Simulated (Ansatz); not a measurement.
# Band gap of GeH6CBr3N (CH3NH3GeBr3) from density functionals to GW, part 2 of 2

What gap does each level of theory give for GeH6CBr3N (CH3NH3GeBr3), and in what time?

Ansatz 0.2.0; density functionals, hybrids and G0W0, plane waves, PAW. Known limits of the many-body steps: finite bands, screening cutoff and k mesh; no spin-orbit coupling in G0W0.

So far. Step 4 (HSE06 on the 4×4×4 mesh): Over mesh and listed points the gap is 1.669 eV, direct, at k = (0.500, 0.500, 0.500). HSE06 against PBEsol: 1.669 − 1.036 = +0.633 eV, with the same mesh, files and cutoff, and both edges at the same k points. Step 5 (G0W0@PBEsol, 4×4×4 mesh, 721 empty bands, screening to …): Over 12 of 36 irreducible mesh points the G0W0 gap is 1.947 eV, direct, at k = (-0.500, -0.500, -0.500). The PBEsol gap of this run on the mesh is 1.036 eV.

The structure was built from a prototype and need not be the compound's stable phase.

In doubt: masses and optical values from hybrid runs of this build are listed as unsure (step 6), which bears on the screening that GW takes from such a start.

### 6. G0W0@HSE06, 4×4×4 mesh, 335 empty bands, screening to 90 eV

This step: G0W0 on HSE06, plane waves, PAW.

Input file input.yaml:

```yaml
crystal:
  lattice:
    - [5.5491456038, 0.3690801251, 0.0019814122]
    - [0.3690801251, 5.6436113835, -0.0495487783]
    - [0.0019814122, -0.0495487783, 5.5496881284]
  atoms:
    - { symbol: C, position: [0.9285284086, 0.9118907512, 1.0034534507] }
    - { symbol: "N", position: [0.0831890171, 0.1048511975, -0.0030436593] }
    - { symbol: H, position: [1.0461709627, 0.7402467279, 1.005384829] }
    - { symbol: H, position: [0.1931807646, 1.0898222514, 0.8435747825] }
    - { symbol: H, position: [0.8127927411, -0.0781405628, 0.8427623118] }
    - { symbol: H, position: [-0.0230126089, 0.2699994338, -0.0052505469] }
    - { symbol: H, position: [0.8160787674, -0.0660614239, 0.1669512405] }
    - { symbol: H, position: [0.195510254, 1.1009130436, 0.1477181839] }
    - { symbol: Ge, position: [0.5126670865, 0.5108398649, 0.4790207983] }
    - { symbol: Br, position: [0.5190946355, 0.474484955, 0.0186309937] }
    - { symbol: Br, position: [0.4386024672, -0.0291984139, 0.4964633399] }
    - { symbol: Br, position: [-0.0332494532, 0.4695164188, 0.5040208673] }
kpoints:
  mp_grid: { grid: [4, 4, 4] }
hamiltonian:
  xc: hse06
scf:
  occupations: { method: fixed }
gw:
  n_empty_bands: 335
  ecut_chi: 90
  qp_bands: [v4, c4]
  qp_kpoints: band_edges
  screening: { model: contour_deformation }
```

The run is started by

```bash
$ ansatz run input.yaml --threads 3 --pin off --max-ram 92160MiB --backend cuda --events-out ev --progress --plain --runs-dir out --devices 1 --max-vram 13GiB  # rebuilt from the run's record
```

Numbers of over 12 decimals in the logs are rounded to 6 here.

Output:

```text
GPUs: using 1 of 1 available (devices: 1).
[...]
GPU FFT provider: cuFFT
GPU libraries: cuBLAS 13.8.2, cuFFT 12.4.0, cuSOLVER 12.3.4
Crystal: 12 atoms, lattice volume = 173.031 Å³
Basis set: ecut = 420 eV, 3387 PW (Γ)
Bands: 37, of which v1, the nominal top of the filled ones, is band 25 counted from 1 (24 counted from 0)
Symmetry: 1 space group operations
[...]
k-points: 36 of 64 (time reversal used)
[...]
0    28      8.6704    -3.9140    -3.4709    -7.5897  0.8275     8.8759     8.8752  root
     0    29      8.9151    -5.9065    -3.8687    -9.9878  0.7892     9.1284     9.1277  root
[...]
35    26      5.0461    -8.3742    -3.2794   -11.9683  0.8014     5.3624     5.3608  root
    35    27      5.1901    -8.2796    -3.2939   -11.8814  0.7999     5.4995     5.4980  root
    35    28      5.4665    -8.0279    -3.3271   -11.6518  0.8001     5.7649     5.7634  root
    35    29      8.7808    -4.9089    -3.6348    -8.9335  0.8251     9.1733     9.1706  root
[key lines of the parts left out:]
Free energy (F): -13386.395802 eV
Fermi energy:    3.376936 eV
```

The job ended after 2.8 min (1 × NVIDIA H100 80GB HBM3 (shared by 6 runs) with 3 threads of AMD EPYC 7R13 (Zen 3), shared host; peak memory 3.1 GiB).

Numbers from this step:

```
bands summed                                    : 360
RPA ε∞ on this mesh (eigenvalues)               : 4.419, 4.950, 5.267
plane waves in the screening matrix             : 341
G0W0 gap over the corrected points              : 2.232 eV
k of the valence top                            : -0.5, -0.5, -0.5
k of the conduction bottom                      : -0.5, -0.5, -0.5
starting gap on the mesh                        : 1.669 eV
Z at the valence top                            : 0.7931
Z at the conduction bottom                      : 0.8014
least direct G0W0 gap over the corrected points : 2.232 eV
```

Over 13 of 36 irreducible mesh points the G0W0 gap is 2.232 eV, direct, at k = (-0.500, -0.500, -0.500). The HSE06 gap of this run on the mesh is 1.669 eV. The two states that bound the G0W0 gap lie that far apart at the start, so the correction of the gap is 2.232 − 1.669 = +0.563 eV. G0W0@HSE06 against G0W0@PBEsol with 746 bands: 2.232 − 1.947 = +0.285 eV. The runs also differ in empty bands (721 and 335) and screening cutoff (eV) (150.0 and 90), so how much of this comes from the start alone is not known.

### 7. All levels together

Each gap is the least one over the points named; times are wall times on shared hosts, not benchmarks. A G0W0 time includes the run's own self-consistent start. Runs with listed points see these and the mesh alone, so an edge that moves elsewhere is missed. Rows marked * are further runs, not shown as steps, whose inputs differ from the G0W0 step on the same start in the columns given; solver thresholds can differ too. Symmetry makes (0.500, 0.500, 0.500) and (-0.500, -0.500, -0.500) one point.

| level | mesh | files, cutoff | bands summed, screening | points | gap (eV) | valence top | conduction bottom | least direct gap (eV) | time |
| --- | --- | --- | --- | --- | --- | --- | --- | --- | --- |
| PBEsol | 4×4×4 | soft_2 PAW, 420 eV | - | mesh and path | 1.036 | (0.500, 0.500, 0.500) | (0.500, 0.500, 0.500) | 1.036 | 17 s |
| PBEsol+SOC | 4×4×4 | soft_2 PAW, 420 eV | - | mesh and listed points | 0.992 | (0.500, 0.500, 0.500) | (0.500, 0.500, 0.500) | 0.992 | 11 s |
| HSE06 | 4×4×4 | soft_2 PAW, 420 eV | - | mesh and listed points | 1.669 | (0.500, 0.500, 0.500) | (0.500, 0.500, 0.500) | 1.669 | 37 s |
| G0W0@PBEsol* | 4×4×4 | soft_2 PAW, 420 eV | 207, 60 eV | 12 of 36 irreducible mesh points | 1.704 | (-0.500, -0.500, -0.500) | (-0.500, -0.500, -0.500) | 1.704 | 34 s |
| G0W0@PBEsol | 4×4×4 | soft_2 PAW, 420 eV | 746, 150 eV | 12 of 36 irreducible mesh points | 1.947 | (-0.500, -0.500, -0.500) | (-0.500, -0.500, -0.500) | 1.947 | 3.3 min |
| G0W0@HSE06 | 4×4×4 | soft_2 PAW, 420 eV | 360, 90 eV | 13 of 36 irreducible mesh points | 2.232 | (-0.500, -0.500, -0.500) | (-0.500, -0.500, -0.500) | 2.232 | 2.8 min |

### 8. Summary of results

| Item | Value |
| --- | --- |
| PBEsol, over mesh and path | 1.036 eV |
| PBEsol+SOC, over mesh and listed points | 0.992 eV |
| HSE06, over mesh and listed points | 1.669 eV |
| G0W0@PBEsol (746 bands, 4×4×4), over 12 of 36 irreducible mesh points | 1.947 eV |
| G0W0@HSE06, over 13 of 36 irreducible mesh points | 2.232 eV |
| known limits | finite bands, screening cutoff and k mesh; no spin-orbit coupling in G0W0 |

**Reading.** The rows run from 0.992 eV (PBEsol+SOC) to 2.232 eV (G0W0@HSE06). They differ in bands and screening cutoff of G0W0 and the points over which the gap was sought as well as in level, so only pairs that share these are like for like. PBEsol+SOC against PBEsol: 0.992 − 1.036 = −0.044 eV, with the same mesh, set of files (read in its fully relativistic form for the spin-orbit run) and cutoff, and both edges at the same k points. The spin-orbit run sees mesh and listed points alone, so its gap is an upper bound: the coupling can move an edge off these points, the more so as this crystal has no centre of inversion, and the change over the zone, its sign included where it is small, is not known. HSE06 against PBEsol: 1.669 − 1.036 = +0.633 eV, with the same mesh, files and cutoff, and both edges at the same k points. G0W0@PBEsol (746 bands, 4×4×4) moves the gap of its own start on the mesh by 1.947 − 1.036 = +0.911 eV, between the same two levels. Both edges that PBEsol shows over mesh and path lie at k points where levels were corrected. Levels at other points were not corrected, so a lower G0W0 gap elsewhere in the zone is not ruled out. G0W0@HSE06 moves the gap of its own start on the mesh by 2.232 − 1.669 = +0.563 eV, between the same two levels. Both edges that HSE06 shows over mesh and listed points lie at k points where levels were corrected. Levels at other points were not corrected, so a lower G0W0 gap elsewhere in the zone is not ruled out. What spin-orbit coupling does to the G0W0 levels was not computed, so no sum with the G0W0 gap is formed. For G0W0@PBEsol: from 207 bands and 60 eV to 746 bands and 150 eV the gap moves by 1.947 − 1.704 = +0.243 eV; bands and screening cutoff rise together, so their parts are not told apart. Two runs can't test a law of convergence, so the limit is not known. The other G0W0 rows are shown at one basis each (360 bands), so their distance from the limit is not known here. For G0W0@PBEsol (746 bands, 4×4×4): the program marks 19 of the 96 corrected levels as in doubt (energies apart, Σc rises), neither edge state among them. The G0W0 runs are scalar-relativistic. No pair of G0W0 runs that differ in the mesh alone is shown (4×4×4 is a supercell whose nearest images lie 22 Å apart), so the error from the mesh is not known here. G0W0 is shown with one set of atomic data (soft_2 PAW), so the error from the files is not known here.

[Paths, hosts, dates, memory and timing lines, banners, echoed tables and standing remarks are left out of the program output.]

[Logs are printed without paths, hosts, clocks, repeated set-up lines and the standing remarks that a program may print on its own settings, such as how far it seeks lower states.]

[Runs of the session that timed out or met a known fault of the program may be left out.]

[Cells called generated may have been cut or substituted from an entry of the Crystallography Open Database or the Materials Project.]

[Hosts, paths, dates, database ids (printed as entryN), source tags and the programs' standing remarks are cut or masked in the printed files.]

[Where an RPA ε∞ is given, it is that of the G0W0 mesh and is not shown converged in it. Names of k-points follow the symmetry that the program found, which can be lower than the space group named. Band edges on a path are those of the sampled points; other points can move an edge, and change direct to indirect where valleys lie close.]

[Hybrid gaps are those of their k-mesh and are not shown converged in it.]
